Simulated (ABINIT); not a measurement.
# TlH3 (Pm-3m): zone-centre phonons

Aim: the zone-centre modes of TlH3 (Pm-3m).

Calculated with ABINIT 10.8.3; DFT PBEsol, scalar-relativistic, plane waves, PseudoDojo norm-conserving pseudopotentials.

Most raw output is cut from this account.

The structure was built from a prototype and need not be the compound's stable phase.

### 1. Starting point

The structure is cubic, space group Pm-3m (No. 221). Conventional cell: a = 4.433 Å, b = 4.433 Å, c = 4.433 Å, α = 90.00°, β = 90.00°, γ = 90.00°. Nearest to Tl lie 6 H at 2.22 Å. H has 2 Tl at 2.22 Å nearest. Farther neighbours are not listed.

### 2. A probe with smearing

A first run with smearing and empty bands tells whether the crystal has a gap, which decides between fixed occupations and smearing later on.

Contents of probe.abi:

```
# ground state
tolvrs 1.0d-08
prtden 1
prtwf 1

# basis, mesh and filling
ecut 40.0
ecutsm 3.0
ngkpt 4 4 4
nshiftk 1
shiftk 0.0 0.0 0.0
istwfk *1
occopt 7
tsmear 0.005
nband 14
nstep 100
diemac 9.0
prtebands 0
prtgsr 0
useylm 1

# cell and atoms
acell 3*1.0 Angstrom
rprim 
    4.4329 0.0 0.0
    0.0 4.4329 0.0
    0.0 0.0 4.4329
ntypat 2
znucl 81 1
natom 4
typat 1 2 2 2
xred 
    0.0 0.0 0.0
    0.5 0.0 0.0
    0.0 0.5 0.0
    0.0 0.0 0.5
pp_dirpath "./pseudo"
pseudos "Tl.upf, H.upf"
```

Command:

```sh
$ OMP_NUM_THREADS=1 mpirun -n 2 abinit probe.abi > probe.log
```

It took 16 s on 2 MPI ranks of Arm Neoverse V1, shared host.

Numbers from this step:

```
volume per atom   : 21.78 Å³
pressure          : -7.507 GPa
gap on the k-mesh : 0 eV
```

No gap opens on this mesh, so smearing is kept.

### 3. Rough relaxation

The typed start is rough, so a first relaxation with smearing and loose thresholds takes it towards rest cheaply.

Contents of prerelax.abi:

```
# relaxation
ionmov 2
optcell 2
dilatmx 1.15
chkdilatmx 0
ntime 40
tolmxf 3.0d-04
tolvrs 1.0d-10
prtwf 0
prtden 0
chksymtnons 0

# basis, mesh and filling
ecut 32.0
ecutsm 3.0
ngkpt 4 4 4
nshiftk 1
shiftk 0.0 0.0 0.0
istwfk *1
occopt 7
tsmear 0.005
nband 14
nstep 100
diemac 1000000.0
prtebands 0
prtgsr 0
useylm 1

# cell and atoms
acell 3*1.0 Angstrom
rprim 
    4.4329 0.0 0.0
    0.0 4.4329 0.0
    0.0 0.0 4.4329
ntypat 2
znucl 81 1
natom 4
typat 1 2 2 2
xred 
    0.0 0.0 0.0
    0.5 0.0 0.0
    0.0 0.5 0.0
    0.0 0.0 0.5
pp_dirpath "./pseudo"
pseudos "Tl.upf, H.upf"
```

Command:

```sh
$ OMP_NUM_THREADS=1 mpirun -n 2 abinit prerelax.abi > prerelax.log
```

Run time: 2.1 min. Hardware: 2 MPI ranks.

Step by step:

```tsv
step	energy less that of the first step (eV)	largest force (eV/Å)	volume (Å³)
1	0.0000	0.0000	87.11
2	-0.0926	0.0000	85.12
3	0.9615	0.0000	38.89
4	-0.7199	0.0000	70.05
5	-0.8931	0.0000	63.45
6	-0.9325	0.0000	57.75
7	-0.9358	0.0000	59.04
```

```tsv
cell as run	before	after	change
a (Å)	4.433	3.894	-12.2 %
b (Å)	4.433	3.894	-12.2 %
c (Å)	4.433	3.894	-12.2 %
volume (Å³/atom)	21.78	14.76	-32.2 %
```

Final coordinates:

```xyz
4
Lattice="3.8938 0.0000 0.0000 0.0000 3.8938 0.0000 0.0000 0.0000 3.8938" Properties=species:S:1:pos:R:3 pbc="T T T"
Tl    0.0000    0.0000    0.0000
H     1.9469    0.0000    0.0000
H     0.0000    1.9469    0.0000
H     0.0000    0.0000    1.9469
```

Read from the output:

```
volume per atom : 14.76 Å³
pressure        : -0.08777 GPa
```

The volume changes by -32.2 % in this run and stands -32.2 % from the first cell.

### 4. Rough relaxation

The cell changed much, so the rough relaxation is repeated on a basis made for the new cell.

Edit prerelax.abi of step 3 so:

```diff
@@ -31,5 +31,5 @@
 rprim 
-    4.4329 0.0 0.0
-    0.0 4.4329 0.0
-    0.0 0.0 4.4329
+    3.893773274 0.0 0.0
+    0.0 3.893773274 0.0
+    0.0 0.0 3.893773274
 ntypat 2
```

The job ended after 14 s (2 MPI ranks; 28 s of CPU time).

Little changed from the start: no atom moved by 0.005 Å and no cell edge by 0.1 %.

Numbers from this step:

- pressure: -0.08776 GPa

The volume changes by +0.0 % in this run and stands -32.2 % from the first cell.

### 5. Relaxation

The harmonic expansion needs vanishing forces, and a free crystal bears no stress, so cell and atoms are brought to rest. Stress is more sensitive to the basis than forces are: the last 3 Ha under the cutoff are smoothed with ecutsm.

Contents of relax.abi:

```
# relaxation
ionmov 2
optcell 2
dilatmx 1.08
ntime 40
tolmxf 1.0d-05
tolvrs 1.0d-14
prtwf 0
prtden 0
chksymtnons 0

# basis, mesh and filling
ecut 40.0
ecutsm 3.0
ngkpt 8 8 8
nshiftk 1
shiftk 0.0 0.0 0.0
istwfk *1
occopt 7
tsmear 0.01
nband 14
nstep 100
diemac 1000000.0
prtebands 0
prtgsr 0
useylm 1

# cell and atoms
acell 3*1.0 Angstrom
rprim 
    3.893773277 0.0 0.0
    0.0 3.893773277 0.0
    0.0 0.0 3.893773277
ntypat 2
znucl 81 1
natom 4
typat 1 2 2 2
xred 
    0.0 0.0 0.0
    0.5 0.0 0.0
    0.0 0.5 0.0
    0.0 0.0 0.5
pp_dirpath "./pseudo"
pseudos "Tl.upf, H.upf"
```

Command:

```sh
$ OMP_NUM_THREADS=1 mpirun -n 2 abinit relax.abi > relax.log
```

The job ended after 2.9 min (2 MPI ranks; 5.8 min of CPU time).

Step by step:

```tsv
step	energy less that of the first step (eV)	largest force (eV/Å)	volume (Å³)
1	0.0000	0.0000	59.04
2	-0.0001	0.0000	59.10
3	-0.0005	0.0000	59.51
4	-0.0005	0.0000	59.51
```

```tsv
conventional cell, symmetrised	before	after	change
a (Å)	3.894	3.904	+0.3 %
b (Å)	3.894	3.904	+0.3 %
c (Å)	3.894	3.904	+0.3 %
volume (Å³/atom)	14.76	14.88	+0.8 %
```

Final coordinates:

```cif
data_structure
_symmetry_space_group_name_H-M 'P 1'
_symmetry_Int_Tables_number 1
_cell_length_a 3.9043
_cell_length_b 3.9043
_cell_length_c 3.9043
_cell_angle_alpha 90.000
_cell_angle_beta 90.000
_cell_angle_gamma 90.000
_cell_volume 59.51
loop_
_atom_site_label
_atom_site_type_symbol
_atom_site_fract_x
_atom_site_fract_y
_atom_site_fract_z
_atom_site_occupancy
Tl1 Tl 0.00000 0.00000 0.00000 1
H2 H 0.50000 0.00000 0.00000 1
H3 H 0.00000 0.50000 0.00000 1
H4 H 0.00000 0.00000 0.50000 1
```

This step gave:

```yaml
volume_per_atom: 14.88 Å³
pressure: 2.76e-5 GPa
```

The volume changes by +0.8 % in this run and stands -31.7 % from the first cell.

### 6. Self-consistent run for the response

First-order wavefunctions inherit every error of the ground state, hence the very tight tolvrs. ecutsm is kept as in the relaxation, so that the cell stays at rest. Smearing stays on, as the first look found no gap above 0.3 eV.

Contents of gs.abi:

```
# ground state
tolvrs 1.0d-16
prtden 1
prtwf 1

# basis, mesh and filling
ecut 40.0
ecutsm 3.0
ngkpt 8 8 8
nshiftk 1
shiftk 0.0 0.0 0.0
istwfk *1
occopt 7
tsmear 0.01
nband 14
nstep 100
diemac 1000000.0
prtebands 0
prtgsr 0
useylm 1

# cell and atoms
acell 3*1.0 Angstrom
rprim 
    3.904264567 0.0 0.0
    0.0 3.904264567 0.0
    0.0 0.0 3.904264567
ntypat 2
znucl 81 1
natom 4
typat 1 2 2 2
xred 
    0.0 0.0 0.0
    0.5 0.0 0.0
    0.0 0.5 0.0
    0.0 0.0 0.5
pp_dirpath "./pseudo"
pseudos "Tl.upf, H.upf"
```

Command:

```sh
$ OMP_NUM_THREADS=1 mpirun -n 2 abinit gs.abi > gs.log
```

Elapsed: 57 s, on 2 MPI ranks; 1.9 min of CPU time.

Numbers from this step:

```
pressure : 2.87e-5 GPa
```

The cell stands at 2.9e-5 GPa, close enough for phonons.

### 7. Linear response at Γ

At q = 0 one unit cell holds all displacements. The response is solved for single atoms along the cell's directions, and symmetry skips those that follow from others. The crystal is treated as a metal, which screens a static field, so no field response is asked.

Contents of dfpt_gamma.abi:

```

# common to the responses
getwfk_filepath "gso_WFK"
kptopt 2
nqpt 1
qpt 0.0 0.0 0.0
asr 0
chneut 0

# displacements
rfphon 1
rfatpol 1 4
rfdir 1 1 1
tolvrs 1.0d-10
prtwf 0

# basis, mesh and filling
ecut 40.0
ecutsm 3.0
ngkpt 8 8 8
nshiftk 1
shiftk 0.0 0.0 0.0
istwfk *1
occopt 7
tsmear 0.01
nband 14
nstep 100
diemac 1000000.0
prtebands 0
prtgsr 0
useylm 1

# cell and atoms
acell 3*1.0 Angstrom
rprim 
    3.904264567 0.0 0.0
    0.0 3.904264567 0.0
    0.0 0.0 3.904264567
ntypat 2
znucl 81 1
natom 4
typat 1 2 2 2
xred 
    0.0 0.0 0.0
    0.5 0.0 0.0
    0.0 0.5 0.0
    0.0 0.0 0.5
pp_dirpath "./pseudo"
pseudos "Tl.upf, H.upf"
```

Command:

```sh
$ OMP_NUM_THREADS=1 mpirun -n 2 abinit dfpt_gamma.abi > dfpt_gamma.log
```

It took 5.6 min on 2 MPI ranks.

This step gave:

```yaml
largest_acoustic_frequency_at_the_zone_centre_before_the_sum_rule: -1.17 cm⁻¹
highest_optical_zone_centre_mode_no_lo_to_term: 1426 cm⁻¹
lowest_optical_zone_centre_mode: 404.6 cm⁻¹
```

The acoustic modes at Γ come out as far as 1.2 cm⁻¹ from zero, where they should vanish, a small numerical error.

### 8. Zone-centre analysis

anaddb reads the merged derivatives and imposes the acoustic sum rule.

Contents of anaddb.abi:

```
ddb_filepath "gamma_DDB"
output_file "anaddb.abo"
outdata_prefix "anaddb"
asr 1
chneut 1
enunit 2
eivec 1
nph1l 1
qph1l 0.0 0.0 0.0 1.0
```

Contents of mrgddb.in:

```
gamma_DDB
merged
2
dfpt_gammao_DDB
gso_DDB
```

Command:

```sh
$ mrgddb < mrgddb.in > mrgddb.log
$ OMP_NUM_THREADS=1 anaddb anaddb.abi > anaddb.log
```

Run time: 0.51 s. Hardware: 1 thread.

No LO-TO term; unit eigenvectors of the mass-weighted matrix, from anaddb's displacements. Modes at Γ, with each element's share of the kinetic energy:

```tsv
mode	frequency (cm⁻¹)	symmetry	Tl %	H %
1	0.0	acoustic	99	1
2	0.0	acoustic	99	1
3	0.0	acoustic	99	1
4	404.6	T1u	1	99
5	404.6	T1u	1	99
6	404.6	T1u	1	99
7	429.5	T2u	0	100
8	429.5	T2u	0	100
9	429.5	T2u	0	100
10	1426.5	T1u	0	100
11	1426.5	T1u	0	100
12	1426.5	T1u	0	100
```

Displacements in mode 4 (404.6 cm⁻¹), the largest set to 1:
```
Tl1  0.00  0.00 -0.01
H2   0.00  0.00  1.00
H3   0.00  0.00  1.00
H4   0.00  0.00  0.33
```

Displacements in mode 10 (1426.5 cm⁻¹), the largest set to 1:
```
Tl1  0.00  0.00  0.00
H2   0.00  0.00  0.17
H3   0.00  0.00  0.17
H4   0.00  0.00 -1.00
```

The rule moves no optical mode by more than 0.1 cm⁻¹.

### 9. Outcome

```yaml
space_group_after_relaxation: Pm-3m
volume_per_atom: 14.9 Å³
highest_optical_zone_centre_mode_no_lo_to_term: 1426 cm⁻¹
lowest_optical_zone_centre_mode: 404.6 cm⁻¹
imaginary_optical_modes_at_the_zone_centre_no_q_mesh_in_this_session: none
```

**Reading.** At the PBEsol level the optical modes of TlH3 (Pm-3m) at the zone centre run from 405 to 1426 cm⁻¹. These are harmonic frequencies at zero temperature: anharmonic shifts and linewidths and thermal expansion are left out. Spin-orbit coupling is left out, which can matter for the heavy elements here. In a metal the frequencies hang on the k mesh and the smearing, most of all near Kohn anomalies. The structure is a hypothetical one, built on a prototype.

[Host names and launcher messages were left out of these logs when they were recorded.]

[Logs are printed without paths, hosts, clocks, repeated set-up lines and the standing remarks that a program may print on its own settings, such as how far it seeks lower states.]

[Hosts, paths, dates, database ids (printed as entryN), source tags and the programs' standing remarks are cut or masked in the printed files.]
